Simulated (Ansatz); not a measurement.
# Sb (Pm-3m, 1 atom in the cell): phonons and vibrational spectra, part 2 of 2

Wanted: phonon frequencies of Sb (Pm-3m, 1 atom in the cell) and what follows from them.

Ansatz 0.2.0; DFT PBEsol, scalar-relativistic, plane waves, norm-conserving pseudopotentials.

So far. Step 4 (Relaxing to small forces for the phonons): The forces vanish by symmetry and the pressure is -0.001 GPa, within the tolerances set. The cell now holds 28.66 Å³/atom. The relaxed cell has a = 3.060 Å (conventional setting).

This is not the structure that Sb takes at ambient pressure and room temperature (space group No. 166); it is a model or a phase of other conditions.

### Step 5. The dispersion

Stability and thermal properties need the whole zone. Linear response on a 4×4×4 q mesh gives force constants as far as a supercell of that size would.

File input.yaml:

```yaml
crystal:
  lattice:
    - [3.0602051925, 0.0, 0.0]
    - [0.0, 3.0602051925, 0.0]
    - [0.0, 0.0, 3.0602051925]
  atoms:
    - { symbol: Sb, position: [0.0, 0.0, 0.0] }
kpoints:
  mp_grid: { grid: [12, 12, 12] }
hamiltonian:
  xc: pbesol
  pseudopotentials: { kind: nc }
scf:
  occupations: { method: methfessel_paxton, width: 0.15 }
output:
  eigenvalues: true
phonons:
  method: dfpt
  qmesh: [4, 4, 4]
  temperatures: { t_max: 1000, t_step: 50 }
  qpath:
    path:
      - [[0.0, 0.0, 0.0], [0.0, 0.5, 0.0], [0.5, 0.5, 0.0], [0.0, 0.0, 0.0], [0.5, 0.5, 0.5], [0.0, 0.5, 0.0]]
      - [[0.5, 0.5, 0.5], [0.5, 0.5, 0.0]]
    npoints: 10
```

Started as:

```sh
ansatz run input.yaml --threads 4 --pin off --max-ram 7168MiB --backend cpu --events-out ev --progress --plain --runs-dir out
```

Numbers of over 12 decimals in the logs are rounded to 6 here.

Output:

```text
[...]
Crystal: 1 atoms, lattice volume = 28.658 Å³
Basis set: ecut = 1088.45545 eV, 2325 PW (Γ), exchange–correlation on 72×72×72 points (8 copies of the dense FFT grid, shifted against one another)
Bands: 12, of which v1, the nominal top of the filled ones, is band 8 counted from 1 (7 counted from 0)
Symmetry: 48 space group operations
k-points: 84 of 1728
[...]
SCF iter   1: F=—  HF=-2469.728739 eV  |F-HF|=—  |Δ(HF+E_count)|=         —  Δρ=1.25e-2  dr2=3.61e-2  ethr=3.10e-3  ⟨swp⟩=5.5  Hψ=6371  notcnv=0
[...]
SCF iter   9: F=-2469.724585 eV  HF=-2469.724585 eV  |F-HF|=4.55e-13  |Δ(HF+E_count)|=  2.68e-11  S|Δr|=    0.00e0  Δρ=6.56e-8  dr2=3.70e-13  ethr=1.00e-12  ⟨swp⟩=8.3  Hψ=5586  notcnv=0
SCF 1 converged in 9 iterations: F = -2469.724585 eV  dr2 = 3.70e-13
NSCF: frozen V_eff on 84 k-points
WARN: eigensolver did not converge in 17 slots of this pass, the one above among them; of largest residual over every band (k=18): 1 band(s) unlocked (lowest unlocked band 11, counted from 0; max residual 5.70e-4 eV among the unlocked bands, 5.70e-4 eV over every band); of lowest unlocked band (k=3): band 11
[...]
DFPT response loops at q = (0, 0, 0) (fractional): preconditioner auto → Kerker (q_TF=auto, 2.449 Å⁻¹) (partly filled bands, converged f_vac=0.000); β = 1.00, the filter's whole step (`scf.mixing.beta` (0.50) is not read by the response loops under this deck's `scf.mixing.preconditioner`; to damp them name `kerker` or `kerker_dos`, under which they read `scf.mixing.beta`, and type it under 1.00, their step now; both keys bind the ground state too); Broyden in place of MSR1
[...]
SCF converged after 9 iterations
[...]
Free energy (F): -2469.724585 eV
[...]
Internal energy: -2469.724077 eV  (E = F + TS)
E sigma→0 (E₀):  -2469.724458 eV
Entropy (-TS):   -0.000509 eV (-0.509 meV/atom)
Fermi energy:    10.999991 eV
[...]
--- Band table (eV; the first three rows and the last of 84) ---
  k-point 0: bands = [... 4 lower, -18.0861, -1.8138, 14.2588, 14.2588, 14.2588, 18.1072, 18.1072, 19.2839]
  k-point 1: bands = [... 4 lower, -18.0858, -1.7089, 12.9941, 14.3634, 14.3634, 18.1939, 18.7728, 20.1459]
  k-point 2: bands = [... 4 lower, -18.0851, -1.3974, 10.8790, 14.6668, 14.6668, 18.4532, 19.1833, 22.6236]
  k-point 83: bands = [... 4 lower, -18.0015, 6.5597, 9.2180, 9.2180, 9.2180, 15.7282, 15.7282, 15.7282]
--- Phonons (Γ-DFPT): 1 representative perturbation + reference (Σ response iterations 3) ---
  ASR residual: 1.371e-4 → 0.000e0 eV/Å²; symmetrization residual: 8.132e-20 eV/Å²
  ASR residual per site (eV/Å²): 1.37e-4
  Γ frequencies (cm⁻¹): 0.00 0.00 0.00
--- Phonons (arbitrary-q DFPT): 10 irreducible q on the 4×4×4 mesh ---
  q = [0.0000, 0.0000, 0.0000] (star 1, of the zone-centre solve; hermiticity 1.61e-25, symmetrization 5.93e-16): 0.00 0.00 0.00
  q = [0.0000, 0.0000, 0.2500] (star 6, 2 solved perturbations in 924 linear systems a pass and spin channel, the states on 588 of 1728 k-point pairs; hermiticity 1.08e-12, symmetrization 3.49e-12, the responses' own estimated error 4.1e-4 eV/Å²): 29.91 29.91 96.38
[...]
q = [0.0000, 0.2500, -0.5000] (star 12, 3 solved perturbations on 588 of 1728 k-point pairs; hermiticity 6.24e-14, symmetrization 3.07e-14, the responses' own estimated error 3.6e-4 eV/Å²): 46.79 86.09 109.39
[...]
q = [0.2500, 0.2500, 0.2500] (star 8, 1 solved perturbation on 936 of 1728 k-point pairs; hermiticity 1.35e-13, symmetrization 4.12e-12, the responses' own estimated error 4.4e-4 eV/Å²): 108.05 108.05 126.84
[...]
sum rule: each row above includes the acoustic sum rule's correction from the zone centre's row sums; it moved no ω² by more than (0.55 cm⁻¹)²
  mesh force constants: q→R imaginary residual 0.00e0; ASR residual 1.371e-4 → 0.000e0 eV/Å²; symmetrization residual 4.441e-15 eV/Å²
  interpolated dispersion: 62 rows × 3 modes
  density of states and harmonic sums: on the 20×20×20 q-mesh, interpolated from the force constants of a 4×4×4 supercell (no non-analytic term)
  largest difference from the sums on the solved wave vectors: F 1.57e-2 eV, S 1.66e-5 and C_V 3.01e-6 eV/K
  zero-point energy: 0.015460 eV/cell   skipped modes (ω ≤ 0): 54, of them read as no rigid motion or as one in doubt: 51 (1.031e-1 modes/cell left out, lowest -131.65 cm⁻¹)   left out of the sums: 3.45e-2 of the cell's modes: C_V's classical limit lies that fraction below 3 k_B per atom; for a crystal, a wire or a layer, F and S can be off by more, and a phonons.interpolated_qmesh denser along its periods is the remedy for the sampling
```

Elapsed: 2.6 min, on 4 threads of Arm Neoverse V2, shared host; peak memory 2.6 GiB.

This step gave:

```yaml
sum_rule_residual_before_enforcement: 1.37e-4 eV/Å²
lowest_frequency_on_the_path: -131.7 cm⁻¹
highest_frequency_on_the_path_or_at_a_solved_wavevector: 126.8 cm⁻¹
lowest_mode_on_the_q_mesh_acoustic_modes_at_gamma_apart: -131.7 cm⁻¹
```

Frequencies (cm⁻¹) solved at each irreducible wavevector; negative means imaginary. Frequencies by wavevector, by row:

| q in reciprocal lattice units | star | mode 1 | mode 2 | mode 3 |
| --- | --- | --- | --- | --- |
| 0 0 0 | 1 | 0 | 0 | 0 |
| 0 0 0.25 | 6 | 29.9 | 29.9 | 96.4 |
| 0 0 -0.5 | 3 | 35.4 | 35.4 | 103.5 |
| 0 0.25 0.25 | 12 | 43 | 99 | 117.9 |
| 0 0.25 -0.5 | 12 | 46.8 | 86.1 | 109.4 |
| 0 -0.5 -0.5 | 3 | 45.8 | 86.8 | 86.8 |
| 0.25 0.25 0.25 | 8 | 108 | 108 | 126.8 |
| 0.25 0.25 -0.5 | 12 | 74.4 | 106 | 115.7 |
| 0.25 -0.5 -0.5 | 6 | 50.3 | 50.3 | 105.9 |
| -0.5 -0.5 -0.5 | 1 | -131.7 | -131.7 | -131.7 |

Interpolated from a 4×4×4 q mesh. Phonon branches along the path, in cm⁻¹:

| point | branch 1 | branch 2 | branch 3 |
| --- | --- | --- | --- |
| Γ | 0 | 0 | 0 |
| halfway | 30 | 30 | 96 |
| X | 35 | 35 | 104 |
| halfway | 47 | 86 | 109 |
| M | 46 | 87 | 87 |
| halfway | 43 | 99 | 118 |
| Γ | 0 | 0 | 0 |
| halfway | 108 | 108 | 127 |
| R | -132 | -132 | -132 |
| halfway | 74 | 106 | 116 |
| X | 35 | 35 | 104 |
| jump to R | -132 | -132 | -132 |
| halfway | 50 | 50 | 106 |
| M | 46 | 87 | 87 |

The phonon branches as a text plot (rows in cm⁻¹):

```
    121 |                  ***         ****
    111 |           **    *   *         *          ***       *
    100 |   ****** *  *  *****       *** **        * * ***    *
     89 |         ********    **           *          *       ***
     78 |                            **    *        **      *  *
     68 |  *                   *    *             *    *
     57 |                       *                 **            *
     46 | *      *************  *   *                   *    *
     35 |   ******            *  * *                     *
     24 |* *                   *** *
     14 | *                      *
      3 |*                        *
     -8 |
    -19 |
    -29 |                                                  *
    -40 |                                   *     *         *
    -51 |                                   *
    -62 |
    -72 |                                        *
    -83 |                                                  *
    -94 |                                        *
   -105 |
   -116 |                                    *  *
   -126 |                                     ***         *
         Γ      X      M          Γ            R        X|R     M
```

The phonon density of states has structure finer than the step of the table below, so its rows give means over 10 cm⁻¹, whole bins alone (the curve runs from -131 to 127 cm⁻¹). Peaks (cm⁻¹: height): 89.0: 0.0567, 105.0: 0.0641, 111.0: 0.0557.

Tetrahedra on a 20×20×20 mesh, mean over bins of 2 cm-1. Interpolated from a 4×4×4 q mesh. The phonon density of states by wavenumber; means over each step:

| wavenumber (cm⁻¹) | phonon density of states (1/cm⁻¹/cell) |
| --- | --- |
| -120 | 4.5e-4 |
| -110 | 6.6e-4 |
| -100 | 8.0e-4 |
| -90 | 9.0e-4 |
| -80 | 9.5e-4 |
| -70 | 8.9e-4 |
| -60 | 8.4e-4 |
| -50 | 8.1e-4 |
| -40 | 7.9e-4 |
| -30 | 7.5e-4 |
| -20 | 7.2e-4 |
| -10 | 7.5e-4 |
| 0 | 8.1e-4 |
| 10 | 0.00115 |
| 20 | 0.00218 |
| 30 | 0.00509 |
| 40 | 0.0134 |
| 50 | 0.0221 |
| 60 | 0.0184 |
| 70 | 0.0203 |
| 80 | 0.0296 |
| 90 | 0.0509 |
| 100 | 0.0589 |
| 110 | 0.0491 |
| 120 | 0.0183 |

Second derivatives of the energy by pair, one row for each kind of neighbour of each atom listed. Each entry sums the pair over the periodic images of the supercell that the q mesh stands for, and in a polar crystal it holds the long-range dipole part too. Force constants by pair, by row:

| atom | neighbour | distance (Å) | third of the trace (eV/Å²) | along the pair's line (eV/Å²) |
| --- | --- | --- | --- | --- |
| Sb1 | itself | 0 | 3.372 | – |
| Sb1 | Sb | 3.06 | 0.0206 | -0.3219 |
| Sb1 | Sb | 4.328 | -0.2656 | -0.4667 |
| Sb1 | Sb | 5.3 | 0.1488 | 0.0945 |
| Sb1 | Sb | 6.12 | -0.8354 | -2.047 |
| Sb1 | Sb | 6.843 | 0.155 | 0.2323 |
| Sb1 | Sb | 7.496 | -0.1185 | -0.1142 |

Symmetry leaves 10 wavevectors to solve. The lowest mode among them, the acoustic zeros apart, lies at q = (-0.5, -0.5, -0.5) and is imaginary, 131.7i cm⁻¹, so the energy falls along it.

### Step 6. Outcome

| Quantity | Value |
| --- | --- |
| space group after relaxation (within 0.01 Å) | Pm-3m |
| volume per atom | 28.7 Å³ |
| electronic character | no gap on this mesh |
| lowest mode on the q mesh (acoustic modes at Γ apart) | -132 cm⁻¹ |
| highest frequency on the path or at a solved wavevector | 127 cm⁻¹ |
| imaginary modes on the 4×4×4 q mesh | yes |

Modes are clearly imaginary (beyond 10i cm⁻¹) at 1 of the 10 irreducible wavevectors, most at q = (-0.5, -0.5, -0.5) (131.7i cm⁻¹), so this structure is not a minimum of the energy. With no gap, or one that is small against the smearing, the frequencies hang on the k mesh and the smearing, most of all near Kohn anomalies. Spin-orbit coupling is left out, which can matter for the heavy elements here. A phonon run warned that its eigensolver left some bands unconverged in a pass. These are harmonic frequencies at zero temperature: anharmonic shifts, linewidths and thermal expansion are left out.

[Logs are printed without paths, hosts, clocks, repeated set-up lines and the standing remarks that a program may print on its own settings, such as how far it seeks lower states.]

[Hosts, paths, dates, database ids (printed as entryN), source tags and the programs' standing remarks are cut or masked in the printed files.]
